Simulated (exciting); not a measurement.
# Core excitons at the F K edge of NaAsF6

Aim: the F K absorption edge of NaAsF6 with the electron–hole interaction treated explicitly, and what each term of the kernel does.

Program: exciting sodium. Level of theory: X-ray absorption, core-level Bethe-Salpeter equation, exchange and statically screened direct term, Tamm-Dancoff, all-electron LAPW+lo LDA. Results are calculated unless marked as measured.

## 1. Set-up

It takes space group R-3 (No. 148, trigonal). The conventional cell has a = 5.097 Å, b = 5.097 Å, c = 14.122 Å, α = 90.00°, β = 90.00°, γ = 120.00°. As has 6 F at 1.74 Å nearest. Nearest to Na lie 6 F at 2.28 Å. Nearest to F lie 1 As at 1.74 Å and 1 Na at 2.28 Å. Farther neighbours and most contacts between anions are not listed.

As a file:

```cif
data_structure
_symmetry_space_group_name_H-M 'R-3:H'
_symmetry_Int_Tables_number 148
_cell_length_a 5.0966
_cell_length_b 5.0966
_cell_length_c 14.1219
_cell_angle_alpha 90.000
_cell_angle_beta 90.000
_cell_angle_gamma 120.000
_cell_volume 317.68
loop_
_atom_site_label
_atom_site_type_symbol
_atom_site_symmetry_multiplicity
_atom_site_Wyckoff_symbol
_atom_site_fract_x
_atom_site_fract_y
_atom_site_fract_z
_atom_site_occupancy
As1 As 3 a 0.00000 0.00000 0.00000 1
Na1 Na 3 b 0.33333 0.66667 0.16667 1
F1 F 18 f 0.66200 0.61006 0.26193 1
```

Differences between curves are given as r.m.s. difference over r.m.s. height.

## 2. Ground state

The species files are the program's own, with muffin-tin radii set in the input.

File input.xml:

```
<input>
  <title>NaAsF6</title>
  <structure speciespath="." autormt="false" epslat="1.0e-5">
    <crystal>
      <basevect>4.8156212568 2.7803002290 8.8954975174</basevect>
      <basevect>-4.8156212568 2.7803002290 8.8954975174</basevect>
      <basevect>0.0000000000 -5.5606004579 8.8954975174</basevect>
    </crystal>
    <species speciesfile="As.xml" rmt="1.853">
      <atom coord="0.0000000000 0.0000000000 0.0000000000"/>
    </species>
    <species speciesfile="Na.xml" rmt="1.948">
      <atom coord="0.5000000000 0.5000000000 0.5000000000"/>
    </species>
    <species speciesfile="F.xml" rmt="1.343">
      <atom coord="0.3481305100 0.7900122800 0.0760717400"/>
      <atom coord="0.0760717400 0.3481305100 0.7900122800"/>
      <atom coord="0.7900122800 0.0760717400 0.3481305100"/>
      <atom coord="0.6518694900 0.2099877200 0.9239282600"/>
      <atom coord="0.9239282600 0.6518694900 0.2099877200"/>
      <atom coord="0.2099877200 0.9239282600 0.6518694900"/>
    </species>
  </structure>
  <groundstate do="fromscratch" xctype="LDA_PW" ngridk="3 3 3" rgkmax="6.5" gmaxvr="14" nempty="8" swidth="0.001" maxscl="100" epsengy="1e-5"/>
</input>
```

Launch:

```console
$ OMP_NUM_THREADS=1 mpirun -n 4 exciting
```

The program printed:

```text
EXCITING SODIUM started
********************************************************************************
* Ground-state run starting from atomic densities                              *
********************************************************************************
+ Starting initialization                                                      +
 Lattice vectors (cartesian) :
      4.8156212568      2.7803002290      8.8954975174
     -4.8156212568      2.7803002290      8.8954975174
      0.0000000000     -5.5606004579      8.8954975174
 Reciprocal lattice vectors (cartesian) :
      0.6523753605      0.3766490900      0.2354444030
     -0.6523753605      0.3766490900      0.2354444030
      0.0000000000     -0.7532981800      0.2354444030
 Unit cell volume                           :     714.6041129436
 Brillouin zone volume                      :       0.3471155692
 Species :    1 (As)
     parameters loaded from                 :    As.xml
     name                                   :    arsenic
     nuclear charge                         :     -33.00000000
     electronic charge                      :      33.00000000
     atomic mass                            :  136573.72190000
     muffin-tin radius                      :       1.85300000
     # of radial points in muffin-tin       :     350
     atomic positions (lattice) :
       1 :   0.00000000  0.00000000  0.00000000
 Species :    2 (Na)
     parameters loaded from                 :    Na.xml
     name                                   :    sodium
     nuclear charge                         :     -11.00000000
     electronic charge                      :      11.00000000
     atomic mass                            :   41907.78700000
     muffin-tin radius                      :       1.94800000
     # of radial points in muffin-tin       :     300
     atomic positions (lattice) :
       1 :   0.50000000  0.50000000  0.50000000
 Species :    3 (F)
     parameters loaded from                 :    F.xml
     name                                   :    fluorine
     nuclear charge                         :      -9.00000000
     electronic charge                      :       9.00000000
     atomic mass                            :   34631.97043000
     muffin-tin radius                      :       1.34300000
     # of radial points in muffin-tin       :     250
     atomic positions (lattice) :
       1 :   0.34813051  0.79001228  0.07607174
       2 :   0.07607174  0.34813051  0.79001228
       3 :   0.79001228  0.07607174  0.34813051
       4 :   0.65186949  0.20998772  0.92392826
       5 :   0.92392826  0.65186949  0.20998772
       6 :   0.20998772  0.92392826  0.65186949
 Total number of atoms per unit cell        :       8
 Spin treatment                             :    spin-unpolarised
 Number of Bravais lattice symmetries       :      12
 Number of crystal symmetries               :       6
 k-point grid                               :       3    3    3
 Total number of k-points                   :       6
 k-point set is reduced with crystal symmetries
 R^MT_min * |G+k|_max (rgkmax)              :       6.50000000
 Species with R^MT_min                      :       3 (F)
 Maximum |G+k| for APW functions            :       4.83991065
 Maximum |G| for potential and density      :      14.00000000
 G-vector grid sizes                        :      48    48    48
 Total number of G-vectors                  :   33207
 Maximum angular momentum used for
     APW functions                          :       8
     computing H and O matrix elements      :       8
     potential and density                  :       8
     inner part of muffin-tin               :       2
 Total nuclear charge                       :     -98.00000000
 Total electronic charge                    :      98.00000000
 Total core charge                          :      32.00000000
 Total valence charge                       :      66.00000000
 Number of empty states                     :       8
 Total number of valence states             :      42
 Maximum Hamiltonian size                   :    1440
 Maximum number of plane-waves              :    1388
 Total number of local-orbitals             :      52
 Exchange-correlation type                  :       3
     Perdew-Wang, Phys. Rev. B 45, 13244 (1992)
 Smearing scheme                            :    Gaussian
 Smearing width                             :       0.00100000
 Using multisecant Broyden potential mixing
+ Ending initialization                                                        +
********************************************************************************
* Groundstate module started                                                   *
********************************************************************************
 Output level for this task is set to normal
+ Self-consistent loop started                                                 +
 Density and potential initialised from atomic data
+ SCF iteration number :    1                                                  +
 Total energy                               :     -3013.32809040
 _______________________________________________________________
 Fermi energy                               :        -0.02105534
 Kinetic energy                             :      3070.66776378
 Coulomb energy                             :     -5929.70815969
 Exchange energy                            :      -146.53217070
 Correlation energy                         :        -7.75552380
 DOS at Fermi energy (states/Ha/cell)       :         0.00000000
 Electron charges :
     core                                   :        32.00000000
     core leakage                           :         0.00420904
     valence                                :        66.00000000
     interstitial                           :        12.73667370
     charge in muffin-tin spheres :
                  atom     1    As          :        29.40307267
                  atom     2    Na          :         9.90047350
                  atom     3     F          :         7.65996336
                  atom     4     F          :         7.65996336
                  atom     5     F          :         7.65996336
                  atom     6     F          :         7.65996336
                  atom     7     F          :         7.65996336
                  atom     8     F          :         7.65996336
     total charge in muffin-tins            :        85.26332630
     total charge                           :        98.00000000
 Estimated fundamental gap                  :         0.26840929
        valence-band maximum at    3      0.3333  0.3333  0.0000
     conduction-band minimum at    1      0.0000  0.0000  0.0000
[... further iterations ...]
| Convergence targets achieved. Performing final SCF iteration                 +
 Total energy                               :     -3016.11037040
 _______________________________________________________________
 Fermi energy                               :         0.00446756
 Kinetic energy                             :      3063.82102412
 Coulomb energy                             :     -5926.41690477
 Exchange energy                            :      -145.78888442
 Correlation energy                         :        -7.72560533
 DOS at Fermi energy (states/Ha/cell)       :         0.00000000
 Electron charges :
     core                                   :        32.00000000
     core leakage                           :         0.00402689
     valence                                :        66.00000000
     interstitial                           :        13.57816249
     charge in muffin-tin spheres :
                  atom     1    As          :        29.83012513
                  atom     2    Na          :         9.91436854
                  atom     3     F          :         7.44622397
                  atom     4     F          :         7.44622397
                  atom     5     F          :         7.44622397
                  atom     6     F          :         7.44622397
                  atom     7     F          :         7.44622397
                  atom     8     F          :         7.44622397
     total charge in muffin-tins            :        84.42183751
     total charge                           :        98.00000000
 Estimated fundamental gap                  :         0.20183077
        valence-band maximum at    3      0.3333  0.3333  0.0000
     conduction-band minimum at    1      0.0000  0.0000  0.0000
+ Self-consistent loop stopped                                                 +
 STATE.OUT is written
********************************************************************************
* Groundstate module stopped                                                   *
********************************************************************************
 Total time spent (seconds)                 :       204.02
- CAUTION! Warnings have been written in file WARNING.OUT !                    -
| EXCITING SODIUM stopped                                                      =
```

The job ended after 3.4 min (4 MPI ranks of Arm Neoverse V2, shared host).

The warnings file holds hints only, no warning.

The mesh shows a gap of 5.49 eV. Core levels (Dirac, from the valence top):

```csv
atom,level,energy (eV)
As,2s1/2,-1477.5
As,2p1/2,-1320.8
As,2p3/2,-1284.3
As,3s1/2,-183.4
As,3p1/2,-130.8
As,3p3/2,-125.7
Na,1s1/2,-1017.4
F,1s1/2,-647.4
```

## 3. A richer basis for the empty states

Each species file gets more local orbitals, built from u and its energy derivative at 0.15 Ha and u at 0.9 Ha.

input.xml is that of step 2.

File SPECIES.xml, added lines:

```
<lo l="L">  <!-- L = 0, 1, 2 -->
  <wf matchingOrder="0" trialEnergy="0.1500" searchE="false"/>
  <wf matchingOrder="1" trialEnergy="0.1500" searchE="false"/>
  <wf matchingOrder="0" trialEnergy="0.9000" searchE="false"/>
</lo>
```

Launch:

```console
$ OMP_NUM_THREADS=1 mpirun -n 4 exciting
```

The program printed:

```text
EXCITING SODIUM started
********************************************************************************
* Ground-state run starting from atomic densities                              *
********************************************************************************
+ Starting initialization                                                      +
[... lattice and species ...]
 Spin treatment                             :    spin-unpolarised
 Number of Bravais lattice symmetries       :      12
[...]
+ Self-consistent loop stopped                                                 +
 STATE.OUT is written
********************************************************************************
* Groundstate module stopped                                                   *
********************************************************************************
 Total time spent (seconds)                 :       240.47
- CAUTION! Warnings have been written in file WARNING.OUT !                    -
| EXCITING SODIUM stopped                                                      =
[key lines of the parts left out:]
Total energy                               :     -3016.11529853
Fermi energy                               :         0.00539309
```

Elapsed: 4 min, on 4 MPI ranks.

Against the first ground state the total energy moves by -17 meV an atom and the gap by 0.01 eV.

[end of part 1 of 2]

[Banner, clock and machine lines of the logs are left out without a mark of their own.]

[Logs are printed without paths, hosts, clocks, repeated set-up lines and the standing remarks that a program may print on its own settings, such as how far it seeks lower states.]

[Hosts, paths, dates, database ids (printed as entryN), source tags and the programs' standing remarks are cut or masked in the printed files.]
